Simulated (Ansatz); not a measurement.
## Bands, cutoff and cost in G0W0 for Be3N2 (R3m)

How do accuracy and time trade against each other in G0W0 on Be3N2 (R3m)?

Method: G0W0 on LDA, plane waves, PAW; PAW set soft_1, in Ansatz 0.2.0.

## (1) The structure

It takes space group R3m (No. 160, trigonal). Conventional cell: a = 2.840 Å, b = 2.840 Å, c = 14.599 Å, α = 90.00°, β = 90.00°, γ = 120.00°. Be has 3 N at 1.65 Å nearest. Be has 4 N at 1.66 to 1.84 Å nearest. Nearest to Be lie 4 N at 1.68 to 1.78 Å. N has 5 Be at 1.65 to 1.68 Å nearest. Nearest to N lie 6 Be at 1.78 to 1.84 Å. Farther neighbours and most contacts between anions are not listed.

The cell and positions are those that the Materials Project relaxed with its own functionals (PBE, PBE+U or r2SCAN), kept fixed.

## (2) 44 empty bands, screening to 69 eV

Now the one-shot GW correction: screening in the RPA, then the self-energy of the levels asked for. This step takes PAW set soft_1 files.

Contents of input.yaml:

```yaml
crystal:
  lattice:
    - [1.4198050555, 0.819724831, 4.8662156628]
    - [-1.4198050555, 0.819724831, 4.8662156628]
    - [0.0, -1.639449662, 4.8662156628]
  atoms:
    - { symbol: Be, position: [0.85900108, 0.85900108, 0.85900108] }
    - { symbol: Be, position: [0.31769456, 0.31769456, 0.31769456] }
    - { symbol: Be, position: [0.08880677, 0.08880677, 0.08880677] }
    - { symbol: "N", position: [0.20416268, 0.20416268, 0.20416268] }
    - { symbol: "N", position: [0.70843491, 0.70843491, 0.70843491] }
kpoints:
  mp_grid: { grid: [8, 8, 8] }
hamiltonian:
  xc: lda
  pseudopotentials: { kind: paw, azcp: { folder: soft_1 }, xc_functional: pbe }
scf:
  occupations: { method: fixed }
gw:
  n_empty_bands: 44
  ecut_chi: 69
  qp_bands: [v2, c2]
  qp_kpoints: band_edges
  screening: { model: contour_deformation }
```

Command:

```console
$ ansatz run input.yaml --threads 2 --pin off --max-ram 73728MiB --backend cuda --events-out ev --progress --plain --runs-dir out --devices 1 --max-vram 13GiB
```

Numbers of over 12 decimals in the logs are rounded to 6 here.

The log of the run:

```text
GPUs: using 1 of 1 available (devices: 1).
Engine: ansatz 0.2.0, x86_64-unknown-linux-gnu
Pseudopotentials: kind: paw
Pseudopotential: Be, paw, valence charge 2, recommended cutoff 420 eV (normal), soft_1/Be.paw.azcp
Pseudopotential: N, paw, valence charge 5, recommended cutoff 420 eV (normal), soft_1/N.paw.azcp
Functional definition: SPW92
  exchange = slater_x
  correlation = pw_c
device memory: the entry about to start is reckoned to put 0.9 GiB on a device that reports 42.1 GiB free (of which the cap on the GPU budget leaves the run 13.0 GiB)
GPU FFT provider: cuFFT
GPU libraries: cuBLAS 13.8.2, cuFFT 12.4.0, cuSOLVER 12.3.4
Crystal: 5 atoms, lattice volume = 33.981 Å³
Basis set: ecut = 420 eV, 671 PW (Γ)
Bands: 13, of which v1, the nominal top of the filled ones, is band 8 counted from 1 (7 counted from 0)
Symmetry: 6 space group operations
Space group: R3m (ITA 160), of the structure as read, at distance tolerance 3.2e-5 Å
k-points: 65 of 512 (time reversal used)
Non-local potential: Be, projectors of the file, l = 0: 2, l = 1: 2, l = 2: 1
Non-local potential: N, projectors of the file, l = 0: 2, l = 1: 2, l = 2: 1
PAW form: soft (Blöchl's): semilocal exchange-correlation on the pseudo side does not see the compensation charge
PAW frozen core: Be, regenerated for the run's functional, and the local potential with it (the file was generated under x = pbe(κ = 0.804, μ = 0.219515), c = pbe(β = 0.066725))
PAW frozen core: N, regenerated for the run's functional, and the local potential with it (the file was generated under x = pbe(κ = 0.804, μ = 0.219515), c = pbe(β = 0.066725))
PAW one-centre angular grid: Be, 110 points (default); XC on 64 Gauss nodes
PAW one-centre angular grid: N, 110 points (default); XC on 64 Gauss nodes
Initial density: superposition of atomic densities (chi_scale 0.1, normalization cell, long waves kept (reshape's long-wave potential 0.01 eV rms))
Initial wavefunctions: pseudopotential atomic-orbital guess
GPU buffer pool allocated for 46656 grid points (all kernels)
GPU transforms: local potential and band sums: pruned to the plane-wave sphere, on 36×36×36
Functional: x = slater, c = lda
SCF iter   1: F=—  HF=-1020.105092 eV  |F-HF|=—  |Δ(HF+E_count)|=         —  Δρ=1.20e-1  dr2=5.70e0  ethr=3.10e-3  ⟨swp⟩=5.2  Hψ=4572  notcnv=0  defer=186
preconditioner: auto → none  [insulator: Δε(μ)=4.431 eV  Ē_g=15.783 eV  n_scr=2 (ndim 8)  ℏωp=25.5 eV  f_vac=0.000  ε∞_Penn≈3.6]
SCF iter   2: F=—  HF=-1018.517419 eV  |F-HF|=—  |Δ(HF+E_count)|=    1.59e0  Δρ=6.37e-2  dr2=8.47e-1  ethr=3.10e-3  ⟨swp⟩=2.9  Hψ=2230  notcnv=0  defer=150
SCF iter   3: F=—  HF=-1018.291454 eV  |F-HF|=—  |Δ(HF+E_count)|=   2.26e-1  Δρ=2.01e-2  dr2=8.49e-2  ethr=3.10e-3  ⟨swp⟩=2.8  Hψ=1956  notcnv=0  defer=183
SCF iter   4: F=—  HF=-1018.285171 eV  |F-HF|=—  |Δ(HF+E_count)|=   6.28e-3  Δρ=9.74e-3  dr2=3.84e-2  ethr=5.31e-4  ⟨swp⟩=2.5  Hψ=1320  notcnv=0  defer=195
SCF iter   5: F=—  HF=-1018.274626 eV  |F-HF|=—  |Δ(HF+E_count)|=   1.05e-2  Δρ=8.79e-4  dr2=2.91e-4  ethr=2.40e-4  ⟨swp⟩=2.2  Hψ=1545  notcnv=0  defer=195
SCF iter   6: F=—  HF=-1018.274565 eV  |F-HF|=—  |Δ(HF+E_count)|=   6.10e-5  Δρ=3.16e-4  dr2=8.64e-5  ethr=1.82e-6  ⟨swp⟩=2.1  Hψ=1286  notcnv=0  defer=195
SCF iter   7: F=—  HF=-1018.274543 eV  |F-HF|=—  |Δ(HF+E_count)|=   2.29e-5  Δρ=1.31e-4  dr2=6.48e-6  ethr=5.40e-7  ⟨swp⟩=2.0  Hψ=1095  notcnv=0  defer=72
SCF iter   8: F=—  HF=-1018.274541 eV  |F-HF|=—  |Δ(HF+E_count)|=   1.67e-6  Δρ=2.76e-5  dr2=2.44e-7  ethr=4.05e-8  ⟨swp⟩=2.6  Hψ=1137  notcnv=0  defer=71
SCF iter   9: F=-1018.274541 eV  HF=-1018.274541 eV  |F-HF|=4.97e-11  |Δ(HF+E_count)|=   5.21e-8  Δρ=3.13e-6  dr2=1.50e-9  ethr=6.25e-10  ⟨swp⟩=7.1  Hψ=3564  notcnv=0
SCF 1 converged in 9 iterations: F = -1018.274541 eV  dr2 = 1.50e-9
  greatest PAW one-centre occupation: 0.781 electrons in one spin orbital (limit 2), on the N atom at site 3 (counted from 0), in its partial waves of l = 0
device memory: the entry about to start is reckoned to put 1.2 GiB on a device that reports 42.0 GiB free (of which the cap on the GPU budget leaves the run 13.0 GiB)
NSCF: frozen V_eff on 65 k-points, pencils in batches of 32, up to order 52
the band table was solved once the SCF had ended and its energy, with any forces and stress, was formed, with the checks that follow a solve (5015 applications of the Hamiltonian). They found nothing against the state; the energy, forces and stress were not computed again (output.eigenvalues in the input reference)
device memory: the entry about to start is reckoned to put 2.6 GiB on a device that reports 42.1 GiB free (of which the cap on the GPU budget leaves the run 13.0 GiB)
NSCF: frozen V_eff on 65 k-points, pencils in batches of 32, up to order 228
G₀W₀ screening: q 1/65
[... further progress lines ...]
device memory: the entry about to start is reckoned to put 0.3 GiB on a device that reports 52.7 GiB free (of which the cap on the GPU budget leaves the run 13.0 GiB)
NSCF: frozen V_eff on 1 k-points
device memory: the entry about to start is reckoned to put 0.3 GiB on a device that reports 52.7 GiB free (of which the cap on the GPU budget leaves the run 13.0 GiB)
NSCF: frozen V_eff on 1 k-points
device memory: the entry about to start is reckoned to put 0.3 GiB on a device that reports 52.7 GiB free (of which the cap on the GPU budget leaves the run 13.0 GiB)
NSCF: frozen V_eff on 1 k-points
SCF converged after 9 iterations
Free energy (F): -1018.274541 eV
Harris-Foulkes:  -1018.274541 eV  (|F-HF|=4.97e-11)
Internal energy: -1018.274541 eV  (E = F + TS)
E sigma→0 (E₀):  -1018.274541 eV
Fermi energy:    7.718131 eV
--- Per-component energies (eV) ---
  E_band       = 25.243059
  E_kinetic    = 328.379010
  E_local      = -382.546035  (includes V_loc(G=0)·N_el)
  E_nonlocal   = 84.312221
  E_hartree    = 129.206196
  E_xc         = -180.532721
  E_vxc        = -215.094415  (∫ρ·V_xc dr)
  E_paw        = -402.142961  (= ΣΔE_a)
  E_vpaw       = -48.221618  (= ΣTr[D̂ρ^β])
  E_aug_tail   = 0.001668  (compensation charges beyond the density's cutoff)
  E_ewald      = -595.202868
  E_core_change = 0.250949  (= ΣΔE_core)
  E_smearing   = -0.000000  (= −TS)
  E_closure    = -0.000000  (closes the sum)
  Σ components = -1018.274541   (vs F -1018.274541, Δ=0.00e0)
--- Band table (eV; the first three rows and the last of 65) ---
  k-point 0: bands = [... 4 lower, 6.5144, 7.2654, 7.7181, 7.7181, 13.8227, 15.4859, 15.8758, 15.8758, ... 1 higher]
  k-point 1: bands = [... 4 lower, 6.1750, 6.7336, 7.1579, 7.3228, 14.3544, 15.3978, 16.2984, 16.5791, ... 1 higher]
  k-point 2: bands = [... 4 lower, 4.8953, 5.4828, 6.5243, 6.6663, 14.4011, 15.1126, 17.2225, 17.8423, ... 1 higher]
  k-point 64: bands = [... 4 lower, 6.7338, 6.7338, 7.3745, 7.3745, 14.6998, 16.5010, 16.6382, 16.6382, ... 1 higher]
--- G₀W₀: contour deformation, 6 samples at zero and on the imaginary axis and 2 off it, 512 q-points, 44 empty bands' worth ---
  eigenvalues of the whole cell's RPA ε∞ on this k-mesh (on a slab, of 1 + 4πα/V) = 4.4980, 4.4980, 4.9894; static W/v taken at q = 0 is 0.221410
  gw.qp_kpoints: band_edges: 24 of 65 stored k-points solved, in 1 pass; an edge of the gap read off the rows below is read off those points alone
    valence top: of the k-points left out ik 60 came nearest to being solved in a further pass, in band 8 (counted from 1, as in the quasiparticle table): it holds the edge there only if its correction is more favourable than any solved in that band by at least 0.559 eV; those differ by 0.331 eV
    conduction bottom: of the k-points left out ik 40 came nearest to being solved in a further pass, in band 9 (counted from 1, as in the quasiparticle table): it holds the edge there only if its correction is more favourable than any solved in that band by at least 0.864 eV; those differ by 0.467 eV
    ik  band        ε_KS         Σx   Σc(E_QP)       V_xc       Z   E_QP_lin       E_QP  E_QP is
     0     7      7.7181   -22.1252     3.5578   -18.4144  0.8031     7.5650     7.5652  root
     0     8      7.7181   -22.1252     3.5578   -18.4144  0.8031     7.5650     7.5652  root
     0     9     13.8227    -9.6579    -4.5157   -15.3447  0.8175    15.0046    14.9939  root
     0    10     15.4859    -7.6129    -4.6937   -13.7984  0.8257    16.9948    16.9777  root
     1     7      7.1579   -21.5590     3.4224   -17.9727  0.8010     6.9939     6.9941  root
     1     8      7.3228   -21.8476     3.6177   -18.0074  0.8016     7.0999     7.1003  root
     1     9     14.3544    -9.5350    -4.5471   -15.3686  0.8145    15.6548    15.6409  root
     1    10     15.3978    -6.5783    -4.6967   -12.8198  0.8260    16.9619    16.9425  root
     4     7      4.7030   -20.6775     3.7872   -16.5162  0.7903     4.3276     4.3289  root
     4     8      5.6178   -21.3101     4.0187   -16.8076  0.7912     5.1319     5.1341  root
     4     9     13.1647    -7.3669    -4.2500   -12.8683  0.8273    14.4275    14.4161  root
     4    10     14.2580    -7.3378    -4.4477   -13.1920  0.8208    15.6816    15.6645  root
     5     7      7.2376   -21.6698     3.4709   -18.0230  0.8011     7.0615     7.0618  root
     5     8      7.4718   -21.9791     3.5864   -18.2073  0.8022     7.2862     7.2865  root
     5     9     14.3521    -9.3718    -4.5786   -15.2443  0.8150    15.6602    15.6461  root
     5    10     15.3807    -6.8355    -4.6759   -13.0296  0.8246    16.9180    16.8990  root
    11     7      6.4173   -21.2609     3.6784   -17.2471  0.7977     6.0810     6.0819  root
    11     8      7.2869   -21.7791     3.4878   -18.1316  0.8012     7.1269     7.1272  root
    11     9     15.0125    -8.9809    -4.6907   -15.0713  0.8091    16.4313    16.4122  root
    11    10     15.2395    -7.8635    -4.6263   -14.0594  0.8167    16.8310    16.8091  root
    12     7      6.9423   -21.4623     3.4814   -17.7706  0.7999     6.7316     6.7320  root
    12     8      6.9601   -21.7833     3.6729   -17.8596  0.7999     6.7089     6.7094  root
    12     9     13.6540    -7.6966    -4.3807   -13.4238  0.8235    15.0143    15.0005  root
    12    10     15.4109    -8.0151    -4.6708   -14.0473  0.8187    16.7886    16.7723  root
[...]
62     7      6.9144   -21.8119     3.7481   -17.7201  0.7989     6.5697     6.5706  root
    62     8      7.3306   -21.9671     3.6341   -18.1222  0.8013     7.1195     7.1198  root
    62     9     14.7546    -8.6444    -4.8198   -14.9385  0.8110    16.2494    16.2289  root
    62    10     16.0000    -7.8532    -4.8480   -14.2789  0.8104    17.6018    17.5776  root
    64     7      7.3745   -21.9219     3.6755   -17.9960  0.8014     7.1237     7.1241  root
    64     8      7.3745   -21.9219     3.6755   -17.9960  0.8014     7.1237     7.1241  root
    64     9     14.6998    -9.3031    -4.8351   -15.5510  0.8118    16.1303    16.1126  root
    64    10     16.5010    -9.0270    -5.0150   -15.5946  0.7980    18.0772    18.0535  root
```

Run time: 47 s. Hardware: 1 × NVIDIA H100 80GB HBM3 (shared by 6 runs) with 2 threads of AMD EPYC 7R13 (Zen 3), shared host; peak memory 1 GiB; 67 s of CPU time.

In the SCF lines HF is the Harris–Foulkes energy and dr2 the Hartree energy of the density residual, in eV; the loop may stop once dr2 is under the threshold and the program's other checks hold. Hψ counts applications of the Hamiltonian.

Numbers from this step:

- bands summed: 52
- RPA ε∞ on this mesh (eigenvalues): 4.498, 4.498, 4.989
- plane waves in the screening matrix: 37
- q-points in the mesh: 512
- G0W0 gap on the mesh: 3.863 eV
- k of the valence top: 0, 0, 0
- k of the conduction bottom: 0, -0.5, -0.5
- starting gap on the mesh: 2.703 eV
- Z at the valence top: 0.8031
- Z at the conduction bottom: 0.8397
- least direct G0W0 gap on the computed points: 5.013 eV

The gap on the mesh goes from 2.70 eV to 3.86 eV, a correction of +1.16 eV. Between the two edge states, bare exchange in place of the xc potential would open the gap by 8.52 eV, and correlation takes back 7.36 eV.

## (3) 125 empty bands, screening to 138 eV

Bands and screening cutoff are moved together, since each hides the error of the other.

Edit input.yaml of step 2 so:

```diff
@@ -19,4 +19,4 @@
 gw:
-  n_empty_bands: 44
-  ecut_chi: 69
+  n_empty_bands: 125
+  ecut_chi: 138
   qp_bands: [v2, c2]
```

The log of the run:

```text
GPUs: using 1 of 1 available (devices: 1).
[...]
GPU FFT provider: cuFFT
GPU libraries: cuBLAS 13.8.2, cuFFT 12.4.0, cuSOLVER 12.3.4
Crystal: 5 atoms, lattice volume = 33.981 Å³
Basis set: ecut = 420 eV, 671 PW (Γ)
Bands: 13, of which v1, the nominal top of the filled ones, is band 8 counted from 1 (7 counted from 0)
Symmetry: 6 space group operations
[...]
k-points: 65 of 512 (time reversal used)
[...]
GPU buffer pool allocated for 46656 grid points (all kernels)
[...]
SCF iter   1: F=—  HF=-1020.105092 eV  |F-HF|=—  |Δ(HF+E_count)|=         —  Δρ=1.20e-1  dr2=5.70e0  ethr=3.10e-3  ⟨swp⟩=5.2  Hψ=4572  notcnv=0  defer=186
[...]
SCF iter   9: F=-1018.274541 eV  HF=-1018.274541 eV  |F-HF|=4.97e-11  |Δ(HF+E_count)|=   5.21e-8  Δρ=3.13e-6  dr2=1.50e-9  ethr=6.25e-10  ⟨swp⟩=7.1  Hψ=3564  notcnv=0
SCF 1 converged in 9 iterations: F = -1018.274541 eV  dr2 = 1.50e-9
[...]
NSCF: frozen V_eff on 65 k-points, pencils in batches of 32, up to order 52
[...]
NSCF: frozen V_eff on 65 k-points
G₀W₀ screening: q 1/65
[... further progress lines ...]
[...]
SCF converged after 9 iterations
Free energy (F): -1018.274541 eV
[...]
Internal energy: -1018.274541 eV  (E = F + TS)
E sigma→0 (E₀):  -1018.274541 eV
Fermi energy:    7.718131 eV
[...]
--- Band table (eV; the first three rows and the last of 65) ---
  k-point 0: bands = [... 4 lower, 6.5144, 7.2654, 7.7181, 7.7181, 13.8227, 15.4859, 15.8758, 15.8758, ... 1 higher]
  k-point 1: bands = [... 4 lower, 6.1750, 6.7336, 7.1579, 7.3228, 14.3544, 15.3978, 16.2984, 16.5791, ... 1 higher]
  k-point 2: bands = [... 4 lower, 4.8953, 5.4828, 6.5243, 6.6663, 14.4011, 15.1126, 17.2225, 17.8423, ... 1 higher]
  k-point 64: bands = [... 4 lower, 6.7338, 6.7338, 7.3745, 7.3745, 14.6998, 16.5010, 16.6382, 16.6382, ... 1 higher]
[...]
bands read: the sum over 133 bands ends inside a degenerate multiplet in 1 slot, whose members it reads at an even weight; the widest, k=64: bands 133 to 134 (counted from 1) at 1/2 each
[...]
0     7      7.7181   -22.1252     3.0230   -18.4144  0.7969     7.0270     7.0304  root
     0     8      7.7181   -22.1252     3.0230   -18.4144  0.7969     7.0270     7.0304  root
     0     9     13.8227    -9.6579    -4.7735   -15.3447  0.8115    14.7422    14.7360  root
     0    10     15.4859    -7.6129    -5.0097   -13.7984  0.8214    16.6721    16.6618  root
     1     7      7.1579   -21.5590     2.9179   -17.9727  0.7944     6.4863     6.4896  root
     1     8      7.3228   -21.8476     3.1070   -18.0074  0.7958     6.5855     6.5896  root
     1     9     14.3544    -9.5350    -4.8407   -15.3686  0.8088    15.3552    15.3473  root
     1    10     15.3978    -6.5783    -5.0160   -12.8198  0.8233    16.6350    16.6232  root
[...]
64     7      7.3745   -21.9219     3.1693   -17.9960  0.7956     6.6135     6.6179  root
    64     8      7.3745   -21.9219     3.1693   -17.9960  0.7956     6.6135     6.6179  root
    64     9     14.6998    -9.3031    -5.1497   -15.5510  0.8057    15.8083    15.7980  root
    64    10     16.5010    -9.0270    -5.3915   -15.5946  0.7921    17.6904    17.6771  root
```

It took 52 s on 1 × NVIDIA H100 80GB HBM3 (shared by 6 runs) with 2 threads; peak memory 1.4 GiB; 81 s of CPU time.

Numbers from this step:

| Item | Value |
| --- | --- |
| bands summed | 133 |
| RPA ε∞ on this mesh (eigenvalues) | 4.387, 4.387, 4.881 |
| plane waves in the screening matrix | 129 |
| q-points in the mesh | 512 |
| G0W0 gap on the mesh | 4.183 eV |
| k of the valence top | 0, 0, 0 |
| k of the conduction bottom | 0, -0.5, -0.5 |
| starting gap on the mesh | 2.703 eV |
| Z at the valence top | 0.7969 |
| Z at the conduction bottom | 0.8375 |
| least direct G0W0 gap on the computed points | 5.271 eV |

Against the run with 8×8×8 mesh, 44 empty bands, screening to 69 eV, PAW set soft_1 files, the gap moves by +0.32 eV.

## (4) 269 empty bands, screening to 230 eV

Edit input.yaml of step 3 so:

```diff
@@ -19,4 +19,4 @@
 gw:
-  n_empty_bands: 125
-  ecut_chi: 138
+  n_empty_bands: 269
+  ecut_chi: 230.0
   qp_bands: [v2, c2]
```

The log of the run:

```text
GPUs: using 1 of 1 available (devices: 1).
[...]
GPU FFT provider: cuFFT
GPU libraries: cuBLAS 13.8.2, cuFFT 12.4.0, cuSOLVER 12.3.4
Crystal: 5 atoms, lattice volume = 33.981 Å³
Basis set: ecut = 420 eV, 671 PW (Γ)
Bands: 13, of which v1, the nominal top of the filled ones, is band 8 counted from 1 (7 counted from 0)
Symmetry: 6 space group operations
[...]
k-points: 65 of 512 (time reversal used)
[...]
1    10     15.3978    -6.5783    -5.1308   -12.8198  0.8226    16.5180    16.5085  root
[...]
64     7      7.3745   -21.9219     2.9177   -17.9960  0.7934     6.3583     6.3663  root
    64     8      7.3745   -21.9219     2.9177   -17.9960  0.7934     6.3583     6.3663  root
    64     9     14.6998    -9.3031    -5.3345   -15.5510  0.8040    15.6201    15.6131  root
    64    10     16.5010    -9.0270    -5.5897   -15.5946  0.7903    17.4884    17.4789  root
[key lines of the parts left out:]
SCF converged after 9 iterations
Free energy (F): -1018.274541 eV
Fermi energy:    7.718131 eV
```

Wall time 2.1 min (1 × NVIDIA H100 80GB HBM3 (shared by 6 runs) with 2 threads); peak memory 2.1 GiB; 3 min of CPU time.

Numbers from this step:

```
bands summed                                 : 277
RPA ε∞ on this mesh (eigenvalues)            : 4.379, 4.379, 4.869
plane waves in the screening matrix          : 271
G0W0 gap on the mesh                         : 4.355 eV
k of the valence top                         : 0, 0, 0
k of the conduction bottom                   : 0, -0.5, -0.5
starting gap on the mesh                     : 2.703 eV
least direct G0W0 gap on the computed points : 5.409 eV
```

Against the run with 8×8×8 mesh, 125 empty bands, screening to 138 eV, PAW set soft_1 files, the gap moves by +0.17 eV.

(Part 1 of 2 ends here.)

[Paths, hosts, dates, memory and timing lines, banners, echoed tables and standing remarks are left out of the program output.]

[Logs are printed without paths, hosts, clocks, repeated set-up lines and the standing remarks that a program may print on its own settings, such as how far it seeks lower states.]

[Runs of the session that timed out or met a known fault of the program may be left out.]

[Cells called generated may have been cut or substituted from an entry of the Crystallography Open Database or the Materials Project.]

[Hosts, paths, dates, database ids (printed as entryN), source tags and the programs' standing remarks are cut or masked in the printed files.]
